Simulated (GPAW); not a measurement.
# Ballistic transport through a Sn chain with a Li atom bridging one bond, cheap and dear

How well does a Sn chain with a Li atom bridging one bond conduct at low bias, and how far do basis and functional move the answer?

Main program and level: GPAW 26.7.0; GPAW LCAO, PAW setups; Landauer transmission from Green's functions with principal layers (ASE), zero bias.

## Step 1: The starting structure

The cell holds 11 atoms: 10 Sn and 1 Li. Cell: a = 9.000 Å, b = 9.000 Å, c = 27.700 Å, α = 90.0°, β = 90.0°, γ = 90.0°. Regions: left lead, 5 atoms (5 Sn); channel, 1 atom (1 Li); right lead, 5 atoms (5 Sn). Vacuum lies along a and b. The structure is stacked along c, and the current runs across the ab planes.

## Step 2: Double-zeta polarised basis

Localised orbitals split the wire into layers that couple to their neighbours alone, which is what the Green's function method needs; double zeta with polarisation is the usual level for numbers.

The input, run.py:

```python
import json
import numpy as np
from ase import Atoms
from ase.transport.calculators import TransportCalculator
from gpaw import GPAW, FermiDirac
from gpaw.lcao.tools import get_lcao_hamiltonian
from scipy.linalg import eigh

# The junction with lead layers at both ends, along the third cell vector
device = Atoms(
    ['Sn', 'Sn', 'Sn', 'Sn', 'Sn', 'Li', 'Sn', 'Sn', 'Sn', 'Sn', 'Sn'],
    positions=[
        [4.50000, 4.50000, 1.37500],
        [4.50000, 4.50000, 4.12500],
        [4.50000, 4.50000, 6.87500],
        [4.50000, 4.50000, 9.62500],
        [4.50000, 4.50000, 12.37500],
        [6.83493, 4.50000, 13.85000],
        [4.50000, 4.50000, 15.32500],
        [4.50000, 4.50000, 18.07500],
        [4.50000, 4.50000, 20.82500],
        [4.50000, 4.50000, 23.57500],
        [4.50000, 4.50000, 26.32500]],
    cell=[[9.0, 0.0, 0.0], [0.0, 9.0, 0.0], [0.0, 0.0, 27.7]],
    pbc=True)

# One principal layer of the lead: the first 3 atoms of the device
lead = Atoms(
    ['Sn', 'Sn', 'Sn'],
    positions=[
        [4.50000, 4.50000, 1.37500],
        [4.50000, 4.50000, 4.12500],
        [4.50000, 4.50000, 6.87500]],
    cell=[[9.0, 0.0, 0.0], [0.0, 9.0, 0.0], [0.0, 0.0, 8.25]],
    pbc=True)

settings = dict(mode='lcao', basis='dzp', xc='PBE', h=0.2,
                occupations=FermiDirac(0.1), maxiter=250,
                mixer=dict(beta=0.1, nmaxold=8, weight=100.0),
                convergence=dict(density=0.0001))
energies = np.arange(-2, 2 + 1e-9, 0.05)
eta = 0.0001
n1, n2 = 1, 1
# k and -k transmit alike, so half of the mesh across the current serves
mesh = [(i, j) for i in range(n1) for j in range(n2) if (i, j) <= (-i % n1, -j % n2)]
weights = np.array([1 if (i, j) == (-i % n1, -j % n2) else 2 for i, j in mesh]) / (n1 * n2)

# [... helper functions left out ...]
fermi_lead = ground_state(lead, (1, 1, 14), 'lead.txt')
fermi_device = ground_state(device, (1, 1, 3), 'device.txt')
# [... loop over the mesh left out, but for ...]
        # Shift the lead onto the potential of the device's first layer
        shift = ((H[:, 0, 0] - H0[:, 0, 0]) / S0[0, 0]).real.mean()
# [...]
kT = 8.617333e-5 * 77
bias = [0.1, 0.2, 0.5, 1.0, 1.5, 2.0]
# [... integrals and printing left out ...]
```

On the command line:

```bash
$ OMP_NUM_THREADS=1 OPENBLAS_NUM_THREADS=1 python run.py
```

The log of the run:

```text
basis functions: device 235, principal layer 69
Fermi level: lead -2.9469 eV, device -2.7327 eV; lead shifted by -0.0068 eV
largest coupling past the next layer 3.84e-07 eV, largest misfit of the first layer 0.013 eV
  E-E_F (eV)   T (one spin)  [channel counts left out]
    -2.000    9.8376e-01
    -1.950    9.8354e-01
    -1.900    9.8337e-01
    -1.850    9.8326e-01
    -1.800    9.8319e-01
    -1.750    9.8317e-01
    -1.700    9.8321e-01
    -1.650    9.8332e-01
    -1.600    9.8350e-01
    -1.550    9.8377e-01
    -1.500    9.8416e-01
    -1.450    9.8470e-01
    -1.400    9.8544e-01
    -1.350    9.8648e-01
    -1.300    9.8794e-01
    -1.250    9.9009e-01
[...]
1.650    2.6779e+00
     1.700    2.6658e+00
     1.750    2.6535e+00
     1.800    2.6410e+00
     1.850    2.6287e+00
     1.900    2.6167e+00
     1.950    2.6054e+00
     2.000    2.5956e+00
conductance at 77 K: 2.9504 G0 a cell; thermopower 0.03584 uV/K
current from the zero-bias T(E) at 0.1 V: 22.859 uA
current from the zero-bias T(E) at 0.2 V: 45.713 uA
current from the zero-bias T(E) at 0.5 V: 114.2 uA
current from the zero-bias T(E) at 1.0 V: 227.71 uA
current from the zero-bias T(E) at 1.5 V: 337.88 uA
current from the zero-bias T(E) at 2.0 V: 417.41 uA
```

Wall time 41 s (1 thread of Arm Neoverse V1, shared host); peak memory 0.97 GiB.

Numbers from this step:

| Quantity | Value |
| --- | --- |
| conductance | 2.950 G₀ |
| largest coupling past the next principal layer | 3.84e-7 eV |
| largest misfit of the first principal layer | 0.01297 eV |
| shift that aligns the lead | -0.006806 eV |
| basis functions of the junction | 235 |
| basis functions of a principal layer | 69 |
| transmission at the Fermi level (one spin) | 2.950 |

One spin. The transmission, zone mean by energy, zero at the Fermi level:

energy (eV), transmission, zone mean and a bar from the least value:
```
    -2.00       0.98 ######
    -1.85       0.98 ######
    -1.70       0.98 ######
    -1.60       0.98 ######
    -1.45       0.98 ######
    -1.30       0.99 ######
    -1.15       1.00 #######
    -1.05       0.44 
    -0.90       0.95 ######
    -0.75       2.51 #########################
    -0.60       2.88 #############################
    -0.50       2.93 ##############################
    -0.35       2.95 ##############################
    -0.20       2.96 ##############################
    -0.05       2.95 ##############################
     0.00       2.95 ##############################
     0.05       2.95 ##############################
     0.20       2.93 ##############################
     0.35       2.92 ##############################
     0.50       2.90 #############################
     0.60       2.88 #############################
     0.75       2.86 #############################
     0.90       2.83 #############################
     1.05       2.80 ############################
     1.15       2.79 ############################
     1.30       2.76 ############################
     1.45       2.70 ###########################
     1.60       2.69 ###########################
     1.70       2.67 ###########################
     1.85       2.63 ##########################
     2.00       2.60 ##########################
```

Not self-consistent under bias; the bias window is split evenly. The current through one cell, from the zero-bias transmission by bias:

| bias (V) | current through one cell, from the zero-bias transmission (μA) |
| --- | --- |
| 0.100 | 22.9 |
| 0.200 | 45.7 |
| 0.500 | 114 |
| 1.000 | 228 |
| 1.500 | 338 |
| 2.000 | 417 |

The transmission of the three most open eigenchannels by energy, zero at the Fermi level:

| energy (eV) | channel 1 | channel 2 | channel 3 |
| --- | --- | --- | --- |
| -2.00 | 0.984 | 0 | 0 |
| -1.90 | 0.983 | 0 | 0 |
| -1.80 | 0.983 | 0 | 0 |
| -1.70 | 0.983 | 0 | 0 |
| -1.55 | 0.984 | 0 | 0 |
| -1.45 | 0.985 | 0 | 0 |
| -1.35 | 0.986 | 0 | 0 |
| -1.25 | 0.990 | 0 | 0 |
| -1.15 | 0.998 | 0 | 0 |
| -1.05 | 0.444 | 3.8e-10 | 0 |
| -0.90 | 0.951 | 6.9e-10 | 3.5e-10 |
| -0.80 | 0.962 | 0.693 | 0.202 |
| -0.70 | 0.990 | 0.966 | 0.772 |
| -0.60 | 0.997 | 0.967 | 0.916 |
| -0.50 | 0.995 | 0.967 | 0.965 |
| -0.40 | 0.995 | 0.985 | 0.966 |
| -0.25 | 0.996 | 0.995 | 0.964 |
| -0.15 | 0.998 | 0.996 | 0.962 |
| -0.05 | 0.998 | 0.996 | 0.958 |
| 0.00 | 0.998 | 0.996 | 0.956 |
| 0.05 | 0.997 | 0.996 | 0.953 |
| 0.15 | 0.997 | 0.996 | 0.947 |
| 0.25 | 0.997 | 0.994 | 0.938 |
| 0.40 | 0.996 | 0.992 | 0.922 |
| 0.50 | 0.996 | 0.991 | 0.910 |
| 0.60 | 0.995 | 0.991 | 0.896 |
| 0.70 | 0.995 | 0.990 | 0.881 |
| 0.80 | 0.994 | 0.990 | 0.865 |
| 0.90 | 0.994 | 0.990 | 0.849 |
| 1.05 | 0.992 | 0.989 | 0.823 |
| 1.15 | 0.992 | 0.989 | 0.805 |
| 1.25 | 0.991 | 0.989 | 0.787 |
| 1.35 | 0.990 | 0.989 | 0.767 |
| 1.45 | 0.988 | 0.974 | 0.737 |
| 1.55 | 0.990 | 0.987 | 0.725 |
| 1.70 | 0.990 | 0.984 | 0.691 |
| 1.80 | 0.991 | 0.982 | 0.668 |
| 1.90 | 0.993 | 0.979 | 0.645 |
| 2.00 | 0.995 | 0.976 | 0.625 |

Couplings past the next layer reach 3.8e-7 eV, small enough to drop; the matrix elements of the cell's first layer differ from the bulk lead's by up to 0.013 eV. That layer keeps its own values in the calculation, and only beyond it is the lead taken as perfect. The Fermi levels of lead and junction count from different zeros of potential, one for each periodic cell; with both set to zero, the small remaining shift is what aligns them. By hand: G = 2.950 × 77.48 μS = 229 μS, a resistance of 4.37 kΩ; at 0.1 V a linear junction would pass 22.9 μA, and the integral over the bias window gives 22.9 μA.

## Step 3: GPAW, szp: basis = "szp(dzp)"

One radial function a shell plus polarisation makes the matrices smaller; the question is what that costs.

run.py: that of step 2 with these lines changed.

```diff
@@ -36,3 +36,3 @@
 
-settings = dict(mode='lcao', basis='dzp', xc='PBE', h=0.2,
+settings = dict(mode='lcao', basis='szp(dzp)', xc='PBE', h=0.2,
                 occupations=FermiDirac(0.1), maxiter=250,
```

The log of the run:

```text
basis functions: device 144, principal layer 42
Fermi level: lead -3.2113 eV, device -2.9492 eV; lead shifted by -0.0119 eV
largest coupling past the next layer 3.63e-07 eV, largest misfit of the first layer 0.022 eV
  E-E_F (eV)   T (one spin)  [channel counts left out]
    -2.000    9.9011e-01
    -1.950    9.8982e-01
    -1.900    9.8957e-01
    -1.850    9.8935e-01
    -1.800    9.8918e-01
    -1.750    9.8905e-01
    -1.700    9.8896e-01
    -1.650    9.8893e-01
    -1.600    9.8896e-01
    -1.550    9.8906e-01
    -1.500    9.8925e-01
    -1.450    9.8956e-01
    -1.400    9.9003e-01
    -1.350    9.9072e-01
    -1.300    9.9172e-01
    -1.250    9.9319e-01
[...]
1.650    2.6703e+00
     1.700    2.6571e+00
     1.750    2.6434e+00
     1.800    2.6295e+00
     1.850    2.6152e+00
     1.900    2.6007e+00
     1.950    2.5859e+00
     2.000    2.5712e+00
conductance at 77 K: 2.9543 G0 a cell; thermopower 0.03956 uV/K
current from the zero-bias T(E) at 0.1 V: 22.889 uA
current from the zero-bias T(E) at 0.2 V: 45.774 uA
current from the zero-bias T(E) at 0.5 V: 114.35 uA
current from the zero-bias T(E) at 1.0 V: 228.06 uA
current from the zero-bias T(E) at 1.5 V: 338.31 uA
current from the zero-bias T(E) at 2.0 V: 414.09 uA
```

Elapsed: 32 s, on 1 thread; peak memory 0.95 GiB.

Numbers from this step:

| Item | Value |
| --- | --- |
| conductance | 2.954 G₀ |
| largest coupling past the next principal layer | 3.63e-7 eV |
| largest misfit of the first principal layer | 0.02180 eV |
| shift that aligns the lead | -0.01188 eV |
| basis functions of the junction | 144 |
| basis functions of a principal layer | 42 |
| transmission at the Fermi level (one spin) | 2.954 |

One spin. Table of transmission, zone mean by energy, zero at the Fermi level:

| energy (eV) | transmission, zone mean |
| --- | --- |
| -2.000 | 0.990 |
| -1.800 | 0.989 |
| -1.600 | 0.989 |
| -1.400 | 0.990 |
| -1.200 | 0.995 |
| -1.000 | 0.889 |
| -0.800 | 0.964 |
| -0.600 | 2.90 |
| -0.400 | 2.95 |
| -0.200 | 2.96 |
| 0.000 | 2.95 |
| 0.200 | 2.94 |
| 0.400 | 2.91 |
| 0.600 | 2.88 |
| 0.800 | 2.85 |
| 1.000 | 2.81 |
| 1.200 | 2.77 |
| 1.400 | 2.73 |
| 1.600 | 2.68 |
| 1.800 | 2.63 |
| 2.000 | 2.57 |

Not self-consistent under bias; the bias window is split evenly. Table of current through one cell, from the zero-bias transmission by bias:

| bias (V) | current through one cell, from the zero-bias transmission (μA) |
| --- | --- |
| 0.100 | 22.9 |
| 0.200 | 45.8 |
| 0.500 | 114 |
| 1.000 | 228 |
| 1.500 | 338 |
| 2.000 | 414 |

Table of transmission of the three most open eigenchannels by energy, zero at the Fermi level:

| energy (eV) | channel 1 | channel 2 | channel 3 |
| --- | --- | --- | --- |
| -2.00 | 0.990 | 0 | 0 |
| -1.85 | 0.989 | 0 | 0 |
| -1.70 | 0.989 | 0 | 0 |
| -1.60 | 0.989 | 0 | 0 |
| -1.45 | 0.990 | 0 | 0 |
| -1.30 | 0.992 | 0 | 0 |
| -1.15 | 0.998 | 0 | 0 |
| -1.05 | 0.0241 | 1.0e-8 | 0 |
| -0.90 | 0.957 | 3.6e-10 | 1.3e-10 |
| -0.75 | 0.971 | 0.910 | 0.565 |
| -0.60 | 0.997 | 0.973 | 0.928 |
| -0.50 | 0.995 | 0.973 | 0.972 |
| -0.35 | 0.994 | 0.993 | 0.971 |
| -0.20 | 0.998 | 0.995 | 0.968 |
| -0.05 | 0.998 | 0.996 | 0.963 |
| 0.00 | 0.998 | 0.996 | 0.961 |
| 0.05 | 0.997 | 0.996 | 0.958 |
| 0.20 | 0.996 | 0.995 | 0.946 |
| 0.35 | 0.996 | 0.994 | 0.930 |
| 0.50 | 0.995 | 0.993 | 0.910 |
| 0.60 | 0.995 | 0.992 | 0.896 |
| 0.75 | 0.994 | 0.992 | 0.872 |
| 0.90 | 0.993 | 0.992 | 0.847 |
| 1.05 | 0.992 | 0.992 | 0.820 |
| 1.15 | 0.992 | 0.991 | 0.801 |
| 1.30 | 0.992 | 0.990 | 0.771 |
| 1.45 | 0.993 | 0.988 | 0.740 |
| 1.60 | 0.993 | 0.986 | 0.705 |
| 1.70 | 0.993 | 0.984 | 0.680 |
| 1.85 | 0.994 | 0.981 | 0.640 |
| 2.00 | 0.995 | 0.977 | 0.600 |

The conductance equals that of the dzp run to 0.2 %.

## Step 4: Minimal basis

The minimal basis is the cheapest rung: no second zeta and no polarisation.

run.py: that of step 3 with these lines changed.

```diff
@@ -36,3 +36,3 @@
 
-settings = dict(mode='lcao', basis='szp(dzp)', xc='PBE', h=0.2,
+settings = dict(mode='lcao', basis='sz(dzp)', xc='PBE', h=0.2,
                 occupations=FermiDirac(0.1), maxiter=250,
```

The log of the run:

```text
basis functions: device 91, principal layer 27
Fermi level: lead -3.0929 eV, device -2.8051 eV; lead shifted by 0.0067 eV
largest coupling past the next layer 4.07e-07 eV, largest misfit of the first layer 0.042 eV
  E-E_F (eV)   T (one spin)  [channel counts left out]
    -2.000    9.9257e-01
    -1.950    9.9250e-01
    -1.900    9.9247e-01
[...]
1.950    2.8337e+00
     2.000    2.8335e+00
conductance at 77 K: 2.9583 G0 a cell; thermopower -0.00445 uV/K
current from the zero-bias T(E) at 0.1 V: 22.92 uA
current from the zero-bias T(E) at 0.2 V: 45.838 uA
current from the zero-bias T(E) at 0.5 V: 114.54 uA
current from the zero-bias T(E) at 1.0 V: 228.52 uA
current from the zero-bias T(E) at 1.5 V: 340.23 uA
current from the zero-bias T(E) at 2.0 V: 426.32 uA
```

Run time: 23 s. Hardware: 1 thread; peak memory 0.89 GiB.

This step gave:

```
conductance                                    : 2.958 G₀
largest coupling past the next principal layer : 4.07e-7 eV
largest misfit of the first principal layer    : 0.04225 eV
shift that aligns the lead                     : 0.006704 eV
basis functions of the junction                : 91
basis functions of a principal layer           : 27
transmission at the Fermi level (one spin)     : 2.958
```

The conductance, 2.96 G₀, lies 0.3 % above that of the dzp run.

## Step 5: LDA in the dzp basis: xc = "LDA"

Back in the dzp basis, the functional changes from PBE to LDA, to set the spread between functionals beside that between bases.

run.py: that of step 4 with these lines changed.

```diff
@@ -36,3 +36,3 @@
 
-settings = dict(mode='lcao', basis='sz(dzp)', xc='PBE', h=0.2,
+settings = dict(mode='lcao', basis='dzp', xc='LDA', h=0.2,
                 occupations=FermiDirac(0.1), maxiter=250,
```

The log of the run:

```text
basis functions: device 235, principal layer 69
Fermi level: lead -3.1886 eV, device -2.9630 eV; lead shifted by -0.0200 eV
largest coupling past the next layer 3.90e-07 eV, largest misfit of the first layer 0.010 eV
  E-E_F (eV)   T (one spin)  [channel counts left out]
    -2.000    9.8529e-01
    -1.950    9.8497e-01
    -1.900    9.8470e-01
[...]
1.950    2.5851e+00
     2.000    2.5693e+00
conductance at 77 K: 2.9539 G0 a cell; thermopower 0.04035 uV/K
current from the zero-bias T(E) at 0.1 V: 22.886 uA
current from the zero-bias T(E) at 0.2 V: 45.767 uA
current from the zero-bias T(E) at 0.5 V: 114.33 uA
current from the zero-bias T(E) at 1.0 V: 227.99 uA
current from the zero-bias T(E) at 1.5 V: 338.2 uA
current from the zero-bias T(E) at 2.0 V: 417.41 uA
```

Wall time 34 s (1 thread); peak memory 0.97 GiB.

Numbers from this step:

```yaml
conductance: 2.954 G₀
largest_coupling_past_the_next_principal_layer: 3.90e-7 eV
largest_misfit_of_the_first_principal_layer: 0.01033 eV
shift_that_aligns_the_lead: -0.02000 eV
basis_functions_of_the_junction: 235
basis_functions_of_a_principal_layer: 69
transmission_at_the_fermi_level_one_spin: 2.954
```

One spin. The transmission, zone mean by energy, zero at the Fermi level:

energy (eV), transmission, zone mean and a bar from the least value:
```
   -2.000       0.99 ##
   -1.800       0.98 ##
   -1.600       0.98 ##
   -1.400       0.99 ##
   -1.200       0.99 ##
   -1.000       0.87 
   -0.800       1.81 #############
   -0.600       2.89 #############################
   -0.400       2.95 ##############################
   -0.200       2.96 ##############################
    0.000       2.95 ##############################
    0.200       2.94 ##############################
    0.400       2.91 #############################
    0.600       2.89 #############################
    0.800       2.85 ############################
    1.000       2.81 ############################
    1.200       2.77 ###########################
    1.400       2.73 ###########################
    1.600       2.68 ##########################
    1.800       2.63 #########################
    2.000       2.57 ########################
```

The conductance equals that of the dzp run to 0.2 %.

## Step 6: The ladder

Times are for 1 thread of Arm Neoverse V1, shared host. The runs compared:

| no. | run | conductance (G₀) | time | memory (GiB) |
| --- | --- | --- | --- | --- |
| 1 | dzp | 2.950 | 41 s | 0.97 |
| 2 | szp | 2.954 | 32 s | 0.95 |
| 3 | sz | 2.958 | 23 s | 0.89 |
| 4 | dzp LDA | 2.954 | 34 s | 0.97 |

## Step 7: Comparison

The curves are compared point by point over the common energies.

This step: comparison of transmission and cost over codes and levels (GPAW 26.7.0).

Ladder, by row:

| step | code | T at the Fermi level (sum over the listed spins) | conductance (G0) | r.m.s. T(E) from the first | wall time (s) | peak memory (GiB) | threads |
| --- | --- | --- | --- | --- | --- | --- | --- |
| dzp | GPAW | 2.95 | 2.95 | 0 | 40.6 | 0.97 | 1 |
| szp | GPAW | 2.954 | 2.954 | 0.1103 | 31.88 | 0.95 | 1 |
| sz | GPAW | 2.958 | 2.958 | 0.1707 | 23.05 | 0.89 | 1 |
| dzp-LDA | GPAW | 2.954 | 2.954 | 0.01892 | 33.94 | 0.97 | 1 |

The transmission, zone mean, sum over the listed spins by energy, zero at the Fermi level:

| energy (eV) | dzp | szp | sz | dzp-LDA |
| --- | --- | --- | --- | --- |
| -2.000 | 0.984 | 0.990 | 0.993 | 0.985 |
| -1.800 | 0.983 | 0.989 | 0.993 | 0.984 |
| -1.600 | 0.983 | 0.989 | 0.994 | 0.984 |
| -1.400 | 0.985 | 0.990 | 0.997 | 0.986 |
| -1.200 | 0.993 | 0.995 | 0.133 | 0.992 |
| -1.000 | 0.901 | 0.889 | 0.965 | 0.871 |
| -0.800 | 1.86 | 0.964 | 2.56 | 1.81 |
| -0.600 | 2.88 | 2.90 | 2.87 | 2.89 |
| -0.400 | 2.95 | 2.95 | 2.94 | 2.95 |
| -0.200 | 2.96 | 2.96 | 2.95 | 2.96 |
| 0.000 | 2.95 | 2.95 | 2.96 | 2.95 |
| 0.050 | 2.95 | 2.95 | 2.96 | 2.95 |
| 0.200 | 2.93 | 2.94 | 2.96 | 2.94 |
| 0.400 | 2.91 | 2.91 | 2.95 | 2.91 |
| 0.600 | 2.88 | 2.88 | 2.93 | 2.89 |
| 0.800 | 2.85 | 2.85 | 2.92 | 2.85 |
| 1.000 | 2.81 | 2.81 | 2.90 | 2.81 |
| 1.200 | 2.78 | 2.77 | 2.88 | 2.77 |
| 1.400 | 2.74 | 2.73 | 2.87 | 2.73 |
| 1.600 | 2.69 | 2.68 | 2.85 | 2.68 |
| 1.800 | 2.64 | 2.63 | 2.84 | 2.63 |
| 2.000 | 2.60 | 2.57 | 2.83 | 2.57 |

(Part 1 of 2 ends here.)

[Logs are printed without paths, hosts, clocks, repeated set-up lines and the standing remarks that a program may print on its own settings, such as how far it seeks lower states.]

[Hosts, paths, dates, database ids (printed as entryN), source tags and the programs' standing remarks are cut or masked in the printed files.]
